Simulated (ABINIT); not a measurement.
## A GW chain in ABINIT: Ca2Si (Fm-3m)

How does a plane-wave GW calculation on Ca2Si (Fm-3m) run from the first input to the gap?

Method: LDA and many-body steps on it, plane waves, in ABINIT 10.8.3.

### Step 1. The starting structure

It takes space group Fm-3m (No. 225, cubic). The conventional cell has a = 7.170 Å, b = 7.170 Å, c = 7.170 Å, α = 90.00°, β = 90.00°, γ = 90.00°. Nearest to Ca lie 4 Si at 3.10 Å. Nearest to Si lie 8 Ca at 3.10 Å. Farther neighbours are not listed.

The cell and positions are those that the Materials Project relaxed with its own functionals (PBE, PBE+U or r2SCAN), kept fixed.

### Step 2. Ground state

This step: ABINIT 10.8.3; DFT, LDA, plane waves, norm-conserving pseudopotentials.

The ground-state density comes first.

The input, run.abi:

```
acell 3*1.0 Angstrom
rprim 
  -0.000000000000 3.585232820000 3.585232820000
  3.585232820000 -0.000000000000 3.585232820000
  3.585232820000 3.585232820000 -0.000000000000
ntypat 2
znucl 20 14
natom 3
typat 1 1 2
xred 
  0.750000000000 0.750000000000 0.750000000000
  0.250000000000 0.250000000000 0.250000000000
  0.000000000000 0.000000000000 0.000000000000
pp_dirpath "pseudos"
pseudos "Ca.upf, Si.upf"
ecut 30
ngkpt 6 6 6
nshiftk 1
shiftk 0 0 0
kptopt 1
chksymbreak 0
nband 17
occopt 1
tolvrs 1e-10
nstep 60
prtwf 0
optforces 0
optstress 0
indata_prefix "in"
outdata_prefix "out"
tmpdata_prefix "tmp"
```

Run with:

```
OMP_NUM_THREADS=1 mpirun -n 4 abinit run.abi > log
```

Numbers of over 12 decimals in the logs are rounded to 6 here.

The program printed:

```text
.Version 10.8.3 of ABINIT. v10.8.2 released Aug 2026.

 Symmetries : space group Fm -3 m (#225); Bravais cF (face-center cubic)
================================================================================
 Values of the parameters that define the memory need of the present run
     intxc =       0    ionmov =       0      iscf =       7    lmnmax =       6
     lnmax =       6     mgfft =      48  mpssoang =       3    mqgrid =    3001
     natom =       3  nloc_mem =       1    nspden =       1   nspinor =       1
    nsppol =       1      nsym =      48    n1xccc =    2501    ntypat =       2
    occopt =       1   xclevel =       1
-    mband =          17        mffmem =           1         mkmem =           4
       mpw =        4897          nfft =      110592          nkpt =          16
================================================================================
  Rough estimation (10% accuracy) of disk space for files :
================================================================================

--------------------------------------------------------------------------------
------------- Echo of variables that govern the present computation ------------
--------------------------------------------------------------------------------
 -outvars: echo values of preprocessed input variables --------
            acell      1.8897261259E+00  1.8897261259E+00  1.8897261259E+00 Bohr

      chksymbreak           0
             ecut      3.00000000E+01 Hartree
-          fftalg         312

              ixc       -1012
              kpt      0.00000000E+00  0.00000000E+00  0.00000000E+00
                       1.66666667E-01  0.00000000E+00  0.00000000E+00
                       3.33333333E-01  0.00000000E+00  0.00000000E+00
                       5.00000000E-01  0.00000000E+00  0.00000000E+00
                       1.66666667E-01  1.66666667E-01  0.00000000E+00
                       3.33333333E-01  1.66666667E-01  0.00000000E+00
                       5.00000000E-01  1.66666667E-01  0.00000000E+00
                      -3.33333333E-01  1.66666667E-01  0.00000000E+00
                      -1.66666667E-01  1.66666667E-01  0.00000000E+00
   [... 5 further rows ...]
                      -3.33333333E-01  3.33333333E-01  1.66666667E-01
                      -3.33333333E-01  5.00000000E-01  1.66666667E-01
         kptrlatt        6    0    0      0    6    0      0    0    6
          kptrlen      5.74886988E+01
P           mkmem           4
            natom           3
            nband          17
            ngfft          48      48      48
             nkpt          16
            nstep          60
             nsym          48
           ntypat           2
              occ      2.000000  2.000000  2.000000  2.000000  2.000000  2.000000
                       2.000000  2.000000  2.000000  2.000000  2.000000  2.000000
                       0.000000  0.000000  0.000000  0.000000  0.000000
        optforces           0
        optstress           0
            prtwf           0
            rprim     -0.0000000000E+00  3.5852328200E+00  3.5852328200E+00
[...]
spgroup         225

           tolvrs      1.00000000E-10

             xred      7.5000000000E-01  7.5000000000E-01  7.5000000000E-01
[...]
znucl       20.00000   14.00000

================================================================================

 chkinp: Checking input parameters for consistency.

================================================================================
== DATASET  1 ==================================================================
-   mpi_nproc: 4, omp_nthreads: 1 (-1 if OMP is not activated)

--- !DatasetInfo
iteration_state: {dtset: 1, }
dimensions: {natom: 3, nkpt: 16, mband: 17, nsppol: 1, nspinor: 1, nspden: 1, mpw: 4897, }
cutoff_energies: {ecut:  30.0, pawecutdg:  -1.0, }
electrons: {nelect:   2.40000000E+01, charge:   0.00000000E+00, occopt:   1.00000000E+00, tsmear:   1.00000000E-02, }

 Real(R)+Recip(G) space primitive vectors, cartesian coordinates (Bohr,Bohr^-1):
 R(1)=  0.0000000  6.7751081  6.7751081  G(1)= -0.0737996  0.0737996  0.0737996
 R(2)=  6.7751081  0.0000000  6.7751081  G(2)=  0.0737996 -0.0737996  0.0737996
 R(3)=  6.7751081  6.7751081  0.0000000  G(3)=  0.0737996  0.0737996 -0.0737996
 Unit cell volume ucvol=  6.2198325E+02 bohr^3
 Angles (23,13,12)=  6.00000000E+01  6.00000000E+01  6.00000000E+01 degrees

 getcut: wavevector=  0.0000  0.0000  0.0000  ngfft=  48  48  48
         ecut(hartree)=     30.000   => boxcut(ratio)=   2.03182

--- Pseudopotential description ------------------------------------------------
- Ca Generated using ONCVPSP code by D. R. Hamann
- 20.00000  10.00000  180309                  znucl, zion, pspdat
12 -1012 2 -1 1724                            pspcod,pspxc,lmax,lloc,mmax
     nproj     2     2     2
  pspatm : epsatm=   12.51424511
         --- l  ekb(1:nproj) -->
[...]
pspatm: atomic psp has been read  and splines computed

- Si Generated using ONCVPSP code by D. R. Hamann
- 14.00000   4.00000  180309                  znucl, zion, pspdat
12 -1012 2 -1 1510                            pspcod,pspxc,lmax,lloc,mmax
     nproj     2     2     2
  pspatm : epsatm=    6.67003958
         --- l  ekb(1:nproj) -->
[...]
pspatm: atomic psp has been read  and splines computed

   7.60764715E+02                                ecore*ucvol(ha*bohr**3)
--------------------------------------------------------------------------------

_setup2: Arith. and geom. avg. npw (full set) are    4883.005    4882.995

================================================================================

--- !BeginCycle
iteration_state: {dtset: 1, }
solver: {iscf: 7, nstep: 60, nline: 4, wfoptalg: 0, }
tolerances: {tolvrs: 1.00E-10, }

     iter   Etot(hartree)      deltaE(h)  residm     vres2
 ETOT  1  -81.560203543885    -8.156E+01 6.924E-02 3.822E+02
 ETOT  2  -81.655795786938    -9.559E-02 7.989E-03 5.503E+01
 ETOT  3  -81.661984182303    -6.188E-03 4.688E-03 2.548E+00
 ETOT  4  -81.662227570581    -2.434E-04 3.429E-03 4.089E-01
 ETOT  5  -81.662276610822    -4.904E-05 2.250E-03 8.754E-03
 ETOT  6  -81.662277758901    -1.148E-06 1.707E-03 1.424E-03
 ETOT  7  -81.662277996328    -2.374E-07 9.262E-04 7.380E-05
 ETOT  8  -81.662278012123    -1.579E-08 6.504E-04 4.259E-07
 ETOT  9  -81.662278012800    -6.771E-10 3.454E-04 9.256E-07
 ETOT 10  -81.662278013030    -2.295E-10 2.419E-04 7.607E-08
 ETOT 11  -81.662278013053    -2.346E-11 1.302E-04 1.314E-10
 ETOT 12  -81.662278013053     2.984E-13 9.362E-05 5.383E-10
 ETOT 13  -81.662278013058    -5.471E-12 7.937E-05 6.830E-11

 At SCF step   13       vres2   =  6.83E-11 < tolvrs=  1.00E-10 =>converged.

--- !ResultsGS
iteration_state: {dtset: 1, }
comment   : Summary of ground state results
lattice_vectors:
- [ -0.0000000,   6.7751081,   6.7751081, ]
- [  6.7751081,  -0.0000000,   6.7751081, ]
- [  6.7751081,   6.7751081,  -0.0000000, ]
lattice_lengths: [   9.58145,    9.58145,    9.58145, ]
lattice_angles: [ 60.000,  60.000,  60.000, ] # degrees, (23, 13, 12)
lattice_volume:   6.2198325E+02
convergence: {deltae: -5.471E-12, res2:  6.830E-11, residm:  7.937E-05, diffor:  0.000E+00, }
etotal    :  -8.16622780E+01
entropy   :   0.00000000E+00
fermie    :   1.30251927E-01
cartesian_stress_tensor: null
pressure_GPa: null
xred      :
- [  7.5000E-01,   7.5000E-01,   7.5000E-01, Ca]
- [  2.5000E-01,   2.5000E-01,   2.5000E-01, Ca]
- [  0.0000E+00,   0.0000E+00,   0.0000E+00, Si]
cartesian_forces: null
force_length_stats: {min: null, max: null, mean: null, }

 Integrated electronic density in atomic spheres:
 ------------------------------------------------
 Atom  Sphere_radius  Integrated_density
[...]
2        2.00000          7.58369198
    3        2.00000          1.69635821
================================================================================

 ----iterations are completed or convergence reached----

 Mean square residual over all n,k,spin=   21.714E-07; max=  79.366E-06
 reduced coordinates (array xred) for    3 atoms
       0.750000000000      0.750000000000      0.750000000000
       0.250000000000      0.250000000000      0.250000000000
       0.000000000000      0.000000000000      0.000000000000
 rms dE/dt=  0.0000E+00; max dE/dt=  0.0000E+00; dE/dt below (all hartree)
    1       0.000000000000      0.000000000000      0.000000000000
    2       0.000000000000      0.000000000000      0.000000000000
    3       0.000000000000      0.000000000000      0.000000000000

 cartesian coordinates (angstrom) at end:
    1      5.377849     5.377849     5.377849
    2      1.792616     1.792616     1.792616
    3      0.000000     0.000000     0.000000
 length scales=  1.889726125908  1.889726125908  1.889726125908 bohr
              =  1.000000000000  1.000000000000  1.000000000000 angstroms
 prteigrs : about to open file out_EIG
 Fermi (or HOMO) energy (hartree) =   0.13025   Average Vxc (hartree)=  -0.31767
 Eigenvalues (hartree) for nkpt=  16  k points:
 kpt#   1, nband= 17, wtk=  0.00463, kpt=  0.0000  0.0000  0.0000 (reduced coord)
  -1.34981   -1.34813   -0.66273   -0.66273   -0.66273   -0.65752   -0.65752   -0.65752
  -0.11000    0.11578    0.11578    0.11578    0.19062    0.19503    0.19503    0.30524
   0.30524
 prteigrs : prtvol=0 or 1, do not print more k-points.

--- !EnergyTerms
iteration_state     : {dtset: 1, }
comment             : Components of total free energy in Hartree
kinetic             :  2.79765438567223E+01
hartree             :  2.00596344443748E+01
xc                  : -1.60320361032033E+01
Ewald energy        : -4.93197494064318E+01
psp_core            :  1.22312733956144E+00
local_psp           : -7.25087808767561E+01
non_local_psp       :  6.93898273267447E+00
total_energy        : -8.16622780130582E+01
total_energy_eV     : -2.22214378874001E+03
band_energy         : -1.28724108294819E+01

== END DATASET(S) ==============================================================
================================================================================

 -outvars: echo values of variables after computation  --------
           etotal     -8.1662278013E+01
            nband          17
             nkpt          16
          spgroup         225
 [... the other variables as echoed above ...]

 Calculation completed.
```

Elapsed: 16 s, on 4 MPI ranks of Arm Neoverse V1, shared host; peak memory 0.34 GiB.

Numbers from this step:

| Quantity | Value |
| --- | --- |
| total energy | -2222.1438 eV |
| gap | 0.5089 eV |
| k of the valence top | 0.5, 0.5, 0 |
| k of the conduction bottom | 0.5, 0.5, 0 |
| least direct gap | 0.5089 eV |

The gap is direct, at (0.500, 0.500, 0.000).

### Step 3. Empty states on the mesh, 2×2×2 mesh, 53 bands

The sums over transitions need many empty states on a uniform mesh; this step solves for them.

run.abi: that of step 2 with these lines changed.

```diff
@@ -16,3 +16,3 @@
 ecut 30
-ngkpt 6 6 6
+ngkpt 2 2 2
 nshiftk 1
@@ -21,9 +21,10 @@
 chksymbreak 0
-nband 17
-occopt 1
-tolvrs 1e-10
+iscf -2
+irdden 1
+istwfk *1
+nband 53
+nbdbuf 4
+tolwfr 1e-09
 nstep 60
-prtwf 0
-optforces 0
-optstress 0
+prtvol 0
 indata_prefix "in"
```

The program printed:

```text
.Version 10.8.3 of ABINIT. v10.8.2 released Aug 2026.

 Symmetries : space group Fm -3 m (#225); Bravais cF (face-center cubic)
[... echo of the input left out ...]
== DATASET  1 ==================================================================
-   mpi_nproc: 4, omp_nthreads: 1 (-1 if OMP is not activated)
-    --> not optimal distribution: autoparal keyword recommended in input file <--

--- !DatasetInfo
iteration_state: {dtset: 1, }
dimensions: {natom: 3, nkpt: 3, mband: 53, nsppol: 1, nspinor: 1, nspden: 1, mpw: 4910, }
cutoff_energies: {ecut:  30.0, pawecutdg:  -1.0, }
electrons: {nelect:   2.40000000E+01, charge:   0.00000000E+00, occopt:   1.00000000E+00, tsmear:   1.00000000E-02, }

 Real(R)+Recip(G) space primitive vectors, cartesian coordinates (Bohr,Bohr^-1):
 R(1)=  0.0000000  6.7751081  6.7751081  G(1)= -0.0737996  0.0737996  0.0737996
 R(2)=  6.7751081  0.0000000  6.7751081  G(2)=  0.0737996 -0.0737996  0.0737996
 R(3)=  6.7751081  6.7751081  0.0000000  G(3)=  0.0737996  0.0737996 -0.0737996
 Unit cell volume ucvol=  6.2198325E+02 bohr^3
 Angles (23,13,12)=  6.00000000E+01  6.00000000E+01  6.00000000E+01 degrees

 getcut: wavevector=  0.0000  0.0000  0.0000  ngfft=  48  48  48
         ecut(hartree)=     30.000   => boxcut(ratio)=   2.03182

--- Pseudopotential description ------------------------------------------------
- Ca Generated using ONCVPSP code by D. R. Hamann
- 20.00000  10.00000  180309                  znucl, zion, pspdat
12 -1012 2 -1 1724                            pspcod,pspxc,lmax,lloc,mmax
     nproj     2     2     2
  pspatm : epsatm=   12.51424511
         --- l  ekb(1:nproj) -->
             0   10.026170    0.975458
             1    2.942990    0.445396
             2   -3.490458   -1.115963
 pspatm: atomic psp has been read  and splines computed

- Si Generated using ONCVPSP code by D. R. Hamann
- 14.00000   4.00000  180309                  znucl, zion, pspdat
12 -1012 2 -1 1510                            pspcod,pspxc,lmax,lloc,mmax
     nproj     2     2     2
  pspatm : epsatm=    6.67003958
         --- l  ekb(1:nproj) -->
[...]
pspatm: atomic psp has been read  and splines computed

--------------------------------------------------------------------------------

================================================================================
 prteigrs : about to open file out_EIG
 Non-SCF case, kpt    1 (  0.00000  0.00000  0.00000), residuals and eigenvalues=
  2.95E-10  3.30E-10  2.06E-10  5.15E-10  8.51E-10  1.48E-10  2.87E-10  7.94E-10
  8.84E-10  8.86E-11  2.32E-10  5.29E-10  1.60E-10  3.06E-10  5.09E-10  2.15E-10
  4.49E-10  5.06E-10  3.82E-10  4.74E-10  8.23E-10  2.13E-10  2.77E-10  4.43E-10
[...]
6.07E-10  1.24E-08  2.60E-07  1.74E-06  1.46E-06
 -1.3498E+00 -1.3481E+00 -6.6273E-01 -6.6273E-01 -6.6273E-01 -6.5752E-01
 -6.5752E-01 -6.5752E-01 -1.1000E-01  1.1578E-01  1.1578E-01  1.1578E-01
  1.9062E-01  1.9503E-01  1.9503E-01  3.0524E-01  3.0524E-01  3.0524E-01
[...]
7.7576E-01  7.7576E-01  7.7576E-01  8.0851E-01  8.0851E-01  8.0851E-01
  8.6348E-01  8.6348E-01  9.9805E-01  9.9805E-01  1.0319E+00  1.0319E+00
  1.0319E+00  1.0581E+00  1.0581E+00  1.0581E+00  1.0744E+00
 prteigrs : prtvol=0 or 1, do not print more k-points.

--- !ResultsGS
iteration_state: {dtset: 1, }
comment   : Summary of ground state results
lattice_vectors:
- [ -0.0000000,   6.7751081,   6.7751081, ]
- [  6.7751081,  -0.0000000,   6.7751081, ]
- [  6.7751081,   6.7751081,  -0.0000000, ]
lattice_lengths: [   9.58145,    9.58145,    9.58145, ]
lattice_angles: [ 60.000,  60.000,  60.000, ] # degrees, (23, 13, 12)
lattice_volume:   6.2198325E+02
convergence: {deltae:  0.000E+00, res2:  0.000E+00, residm:  9.976E-10, diffor:  0.000E+00, }
etotal    :  -8.16622780E+01
entropy   :   0.00000000E+00
fermie    :   1.30251927E-01
cartesian_stress_tensor: null
pressure_GPa: null
xred      :
- [  7.5000E-01,   7.5000E-01,   7.5000E-01, Ca]
- [  2.5000E-01,   2.5000E-01,   2.5000E-01, Ca]
- [  0.0000E+00,   0.0000E+00,   0.0000E+00, Si]
cartesian_forces: null
force_length_stats: {min: null, max: null, mean: null, }

 Integrated electronic density in atomic spheres:
 ------------------------------------------------
 Atom  Sphere_radius  Integrated_density
[...]
================================================================================

 ----iterations are completed or convergence reached----

 Mean square residual over all n,k,spin=   50.547E-11; max=  99.755E-11
 reduced coordinates (array xred) for    3 atoms
[...]
0.250000000000      0.250000000000      0.250000000000
       0.000000000000      0.000000000000      0.000000000000

 cartesian coordinates (angstrom) at end:
    1      5.377849     5.377849     5.377849
    2      1.792616     1.792616     1.792616
    3      0.000000     0.000000     0.000000
 length scales=  1.889726125908  1.889726125908  1.889726125908 bohr
              =  1.000000000000  1.000000000000  1.000000000000 angstroms
 prteigrs : about to open file out_EIG
 Eigenvalues (hartree) for nkpt=   3  k points:
 kpt#   1, nband= 53, wtk=  0.12500, kpt=  0.0000  0.0000  0.0000 (reduced coord)
[...]
0.52763    0.75205    0.75205    0.75205    0.77576    0.77576    0.77576    0.80851
   0.80851    0.80851    0.86348    0.86348    0.99805    0.99805    1.03191    1.03191
   1.03191    1.05811    1.05811    1.05812    1.07441
 prteigrs : prtvol=0 or 1, do not print more k-points.

== END DATASET(S) ==============================================================
================================================================================

 -outvars: echo values of variables after computation  --------
            nband          53
             nkpt           3
          spgroup         225
 [... the other variables as echoed above ...]

 Calculation completed.
```

It took 9 s on 4 MPI ranks; peak memory 0.28 GiB.

This step gave:

```yaml
gap: 0.5089 eV
k_of_the_valence_top: 0.5, 0.5, 0
k_of_the_conduction_bottom: 0.5, 0.5, 0
least_direct_gap: 0.5089 eV
k_points_computed: 3
lowest_point_of_the_top_converged_band_above_the_valence_top: 22.69 eV
```

On this mesh the gap is 0.509 eV.

(Continued in part 2 of 2.)

[Paths, hosts, dates, memory and timing lines, banners, echoed tables and standing remarks are left out of the program output.]

[Logs are printed without paths, hosts, clocks, repeated set-up lines and the standing remarks that a program may print on its own settings, such as how far it seeks lower states.]

[Runs of the session that timed out or met a known fault of the program may be left out.]

[Hosts, paths, dates, database ids (printed as entryN), source tags and the programs' standing remarks are cut or masked in the printed files.]

[G0W0 gaps are taken among the corrected bands and points alone; a level outside them can change the order at an edge.]

[Where Ansatz stands beside ABINIT at settings called matched, ABINIT's density can come from a denser mesh and the files from another edition; pairs whose starting gaps differed by over 0.03 eV were left out, so agreement reads better than it is.]
